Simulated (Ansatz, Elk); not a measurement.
**Bonding as seen by X-rays: Sc3CrN**

Structure refinements treat a crystal as free atoms side by side. For a made-up structure of Sc3CrN (cell and positions from a PBE relaxation) the runs below show what the calculated density changes in F(hkl).

Main program and level: Elk 11.2.3 (patched build); DFT, PBE, all-electron APW+lo, Dirac cores, scalar-relativistic bands, static density, ferromagnetic start.

This account leaves out most program logs.

The structure was built from a prototype and need not be the compound's stable phase.

## Step 1: The structure

The structure is cubic, space group Pm-3m (No. 221). The conventional cell has a = 4.451 Å, b = 4.451 Å, c = 4.451 Å, α = 90.00°, β = 90.00°, γ = 90.00°. Nearest to Cr lie 12 Sc at 3.15 Å. Nearest to Sc lie 2 N at 2.23 Å. N has 6 Sc at 2.23 Å nearest. Farther neighbours and most contacts between anions are not listed.

## Step 2: Ground state and structure factors

An all-electron density is needed, since X-rays see the cores too. Task 0 finds the density and task 195 Fourier-transforms it; tshift is off so that phases refer to the origin typed.

elk.in

```
tasks
  0
  195
  196

xctype
  20

spinpol
  .true.

rgkmax
  7.0

gmaxvr
  14.0

lmaxo
  7

lmaxapw
  8

swidth
  0.002

tshift
  .false.

ramdisk
  .false.

hmaxvr
  5.5

maxscl
  120

epspot
  1e-06

reducebf
  0.8

sppath
  './'

avec
  8.41123687726 -0.00000000000 -0.00000000000
  0.00000000000 8.41123687726 0.00000000000
  -0.00000000000 0.00000000000 8.41123687726

atoms
  3
  'Cr.in'
  1
  0.0000000000 -0.0000000000 -0.0000000000   0.000000 0.000000 -0.185000
  'Sc.in'
  3
  0.5000000000 -0.0000000000 0.5000000000   0.000000 0.000000 0.000000
  -0.0000000000 0.5000000000 0.5000000000   0.000000 0.000000 0.000000
  0.5000000000 0.5000000000 -0.0000000000   0.000000 0.000000 0.000000
  'N.in'
  1
  0.5000000000 0.5000000000 0.5000000000   0.000000 0.000000 0.000000

ngridk
  5 5 5
```

On the command line:

```
$ OMP_NUM_THREADS=4 elk
```

It took 2.2 min on 4 threads of Arm Neoverse V2, shared host; peak memory 0.4 GiB; 6.6 min of CPU time.

SFACRHO.OUT:

```text

h k l indices transformed by vhmat matrix:
   1.000000000       0.000000000       0.000000000    
   0.000000000       1.000000000       0.000000000    
   0.000000000       0.000000000       1.000000000    

      h      k      l  multipl.   |H|            Re(F)            Im(F)           |F|

      0      0      0      1   0.0000000       94.000001     -0.15973142E-16   94.000001    
      0      1      0      6  0.74699897      -2.9729792      0.45039463E-14   2.9729792    
      0     -1      1     12   1.0564161       8.6543185     -0.85068240E-15   8.6543185    
      1     -1     -1      8   1.2938402       58.702961      0.32407350E-14   58.702961    
     -2      0      0      6   1.4939979       64.685183      0.79260368E-14   64.685183    
     -1      0     -2     24   1.6703405      -1.3598596     -0.46613218E-14   1.3598596    
     -2      1      1     24   1.8297663       6.0415005     -0.65469321E-14   6.0415005    
     -2      2      0     12   2.1128322       53.415868      0.11576071E-14   53.415868    
     -2     -1      2     24   2.2409969     -0.47712267     -0.41480684E-14  0.47712267    
      3      0      0      6   2.2409969     -0.46708786      0.95810809E-14  0.46708786    
     -3      0     -1     24   2.3622182       4.8886403      0.14158320E-14   4.8886403    
     -3     -1      1     24   2.4775153       42.772253      0.64782555E-14   42.772253    
      2      2      2      8   2.5876803       46.275292     -0.17288805E-13   46.275292    
      0     -2     -3     24   2.6933431     -0.35899151     -0.89961358E-14  0.35899151    
     -2      3      1     48   2.7950142       4.1513091     -0.54210865E-14   4.1513091    
      0      0      4      6   2.9879959       41.591184     -0.10675315E-13   41.591184    
      0      4     -1     24   3.0799557     -0.37137226     -0.14747176E-14  0.37137226    
      3      2      2     24   3.0799557     -0.36120912      0.85675599E-14  0.36120912
```

Elk indexes on the primitive cell of elk.in and gives |H| = 4π sin θ/λ in inverse bohr. Below, one row stands for each form hkl of the conventional cell (m members, Friedel mates merged), F is for one primitive cell and the density is static (no thermal factor). Free-atom factors are Waasmaier and Kirfel's, and R is Σm||F|−|F'||/Σm|F|.

| hkl | m | sin θ/λ (Å⁻¹) | abs F, DFT | neutral atoms | diff. |
| --- | --- | --- | --- | --- | --- |
| 100 | 6 | 0.112 | 2.973 | 2.553 | +0.420 |
| 110 | 12 | 0.159 | 8.654 | 8.576 | +0.078 |
| 111 | 8 | 0.195 | 58.703 | 59.685 | -0.982 |
| 200 | 6 | 0.225 | 64.685 | 64.886 | -0.201 |
| 210 | 24 | 0.251 | 1.360 | 0.982 | +0.378 |
| 211 | 24 | 0.275 | 6.042 | 6.181 | -0.140 |
| 220 | 12 | 0.318 | 53.416 | 53.439 | -0.023 |
| 221 | 24 | 0.337 | 0.477 | 0.529 | -0.051 |
| 300 | 6 | 0.337 | 0.467 | 0.529 | -0.061 |
| 310 | 24 | 0.355 | 4.889 | 4.945 | -0.057 |
| 311 | 24 | 0.373 | 42.772 | 42.628 | +0.145 |
| 222 | 8 | 0.389 | 46.275 | 46.256 | +0.019 |
| 320 | 24 | 0.405 | 0.359 | 0.387 | -0.028 |
| 321 | 48 | 0.420 | 4.151 | 4.179 | -0.027 |

## Step 3: The magnetisation density

The same run holds the spin density, and task 196 transforms it. The order is that of the start, and no other was tried.

SFACMAG_1.OUT:

```text

h k l indices transformed by vhmat matrix:
   1.000000000       0.000000000       0.000000000    
   0.000000000       1.000000000       0.000000000    
   0.000000000       0.000000000       1.000000000    

      h      k      l  multipl.   |H|            Re(F)            Im(F)           |F|

      0      0      0      1   0.0000000       4.4014434      0.54705603E-17   4.4014434    
      0      1      0      6  0.74699897       3.2248177     -0.17330873E-16   3.2248177    
      0     -1      1     12   1.0564161       2.6217883     -0.12058523E-16   2.6217883    
      1     -1     -1      8   1.2938402       2.1913637      0.16977102E-16   2.1913637    
     -2      0      0      6   1.4939979       1.6570511     -0.14362678E-16   1.6570511    
     -1      0     -2     24   1.6703405       1.4660762     -0.42609021E-16   1.4660762    
     -2      1      1     24   1.8297663       1.3665804      0.32295669E-18   1.3665804    
     -2      2      0     12   2.1128322       1.1107059      0.80440850E-17   1.1107059    
     -2     -1      2     24   2.2409969      0.97362901     -0.32603148E-17  0.97362901    
      3      0      0      6   2.2409969      0.98757082     -0.27071016E-16  0.98757082    
     -3      0     -1     24   2.3622182      0.85421692      0.26108387E-16  0.85421692    
     -3     -1      1     24   2.4775153      0.75729060     -0.21333425E-17  0.75729060    
      2      2      2      8   2.5876803      0.75376803     -0.24032789E-16  0.75376803    
      0     -2     -3     24   2.6933431      0.61448671      0.27958310E-17  0.61448671    
     -2      3      1     48   2.7950142      0.54585333      0.67410309E-17  0.54585333    
      0      0      4      6   2.9879959      0.40910709      0.56889392E-16  0.40910709
```

The total moment is 4.40 μB a cell; sphere moments: Cr1 +3.54, Sc2 +0.02, Sc3 +0.02, Sc4 +0.02, N5 +0.03 μB. Polarised neutrons measure spin and orbital magnetisation together; without spin-orbit coupling the run gives the spin part:

| hkl | sin θ/λ (Å⁻¹) | abs F_M (μB) |
| --- | --- | --- |
| 100 | 0.112 | 3.225 |
| 110 | 0.159 | 2.622 |
| 111 | 0.195 | 2.191 |
| 200 | 0.225 | 1.657 |
| 210 | 0.251 | 1.466 |
| 211 | 0.275 | 1.367 |
| 220 | 0.318 | 1.111 |
| 221 | 0.337 | 0.974 |
| 300 | 0.337 | 0.988 |
| 310 | 0.355 | 0.854 |
| 311 | 0.373 | 0.757 |
| 222 | 0.389 | 0.754 |
| 320 | 0.405 | 0.615 |
| 321 | 0.420 | 0.546 |

## Step 4: The highest occupied states alone

An energy window below the Fermi level keeps the highest occupied states, to see at which angles they scatter; shallow core shells can lie inside it and anion s states outside. No new self-consistency is needed.

Changes to elk.in since step 2:

```diff
@@ -1,5 +1,3 @@
 tasks
-  0
   195
-  196
 
@@ -44,2 +42,5 @@
 
+wsfac
+  -0.196900 0.544100
+
 sppath
```

On the command line:

```
$ OMP_NUM_THREADS=4 elk
```

Wall time 9.6 s (4 threads); peak memory 0.16 GiB.

States within 12 eV below the Fermi level hold 18.00 electrons; any levels below the window count with the cores. Their amplitudes can exceed the total, where window and core parts have opposite phase:

| hkl | sin θ/λ (Å⁻¹) | abs F, window | abs F, all |
| --- | --- | --- | --- |
| 100 | 0.112 | 0.236 | 2.973 |
| 110 | 0.159 | 4.778 | 8.654 |
| 111 | 0.195 | 1.121 | 58.703 |
| 200 | 0.225 | 4.303 | 64.685 |
| 210 | 0.251 | 0.110 | 1.360 |
| 211 | 0.275 | 2.331 | 6.042 |
| 220 | 0.318 | 2.508 | 53.416 |
| 221 | 0.337 | 0.340 | 0.477 |
| 300 | 0.337 | 0.350 | 0.467 |
| 310 | 0.355 | 1.373 | 4.889 |

## Step 5: Another functional

The difference from free atoms is small, so it is set against the change that LDA (Perdew-Wang) makes.

Changes to elk.in since step 4:

```diff
@@ -1,6 +1,8 @@
 tasks
+  0
   195
+  196
 
 xctype
-  20
+  3
 
@@ -42,5 +44,2 @@
 
-wsfac
-  -0.196900 0.544100
-
 sppath
```

On the command line:

```
$ OMP_NUM_THREADS=4 elk
```

Elapsed: 63 s, on 4 threads; peak memory 0.23 GiB.

Against the first run R = 0.09 %; the largest change is -0.060 at 220. The moment goes from 4.40 to 3.75 μB.

## Step 6: Basis size

A smaller basis shows how fast F responds to it; the change is likely larger than the basis error of the first run, but doesn't show convergence.

Changes to elk.in since step 5:

```diff
@@ -6,3 +6,3 @@
 xctype
-  3
+  20
 
@@ -12,3 +12,3 @@
 rgkmax
-  7.0
+  5.5
```

On the command line:

```
$ OMP_NUM_THREADS=4 elk
```

Elapsed: 2 min, on 4 threads; peak memory 0.4 GiB.

Against the first run R = 0.11 %; the largest change is -0.075 at 200. The moment goes from 4.40 to 4.49 μB.

## Step 7: Settings against the effect

| run | R against the first run (%) | R against neutral atoms, low angle (%) | wall time |
| --- | --- | --- | --- |
| PBE, rgkmax 7 | 0.00 | 2.16 | 2.2 min |
| LDA (Perdew-Wang) | 0.09 | 2.13 | 63 s |
| rgkmax 5.5 | 0.11 | 2.20 | 2 min |

## Step 8: What came out

```yaml
r_against_neutral_atoms_sin_theta_lambda_0p3_a_minus1: 2.16 %
r_against_neutral_atoms_0p3_to_0p83_a_minus1: 0.49 %
```

In words: Independent neutral atoms miss the calculated amplitudes by R = 2.16 % below 0.3 Å⁻¹ and 0.49 % from there to 0.83 Å⁻¹; by shells, 14.11 % below 0.15 Å⁻¹ (1 form), 1.97 % 0.15 to 0.3 (5 forms), 0.38 % 0.3 to 0.45 (9 forms), 0.52 % above 0.45 (53 forms). Bonding, aspherical density and the tables' own atoms all enter these figures, and the runs don't part them. The largest change of an amplitude is -0.98 electrons, at 111. Weak lines can change much in proportion: 210 goes from 0.98 to 1.36. The magnetic order is that of the start. No other order was tried here, and an antiferromagnetic one would change or move the magnetic intensity. The window's part falls from 18.0 electrons at the origin to at most 0.67 between 0.45 and 0.83 Å⁻¹. Below 0.3 Å⁻¹ the changes that finished (LDA (Perdew-Wang) and rgkmax 5.5) move F by R = 0.23 % at most, against the 2.16 % that separates it from free atoms. The magnetic factors move by R = 5.0 % (LDA (Perdew-Wang)) and 1.2 % (rgkmax 5.5), so they aren't settled to better than that. The k-mesh has no finished test. Part of the difference isn't bonding: the tables are fits to free atoms and ions calculated by other methods than this functional. Thermal motion, anomalous dispersion and extinction are left out.

[Logs are printed without paths, hosts, clocks, repeated set-up lines and the standing remarks that a program may print on its own settings, such as how far it seeks lower states.]

[Hosts, paths, dates, database ids (printed as entryN), source tags and the programs' standing remarks are cut or masked in the printed files.]
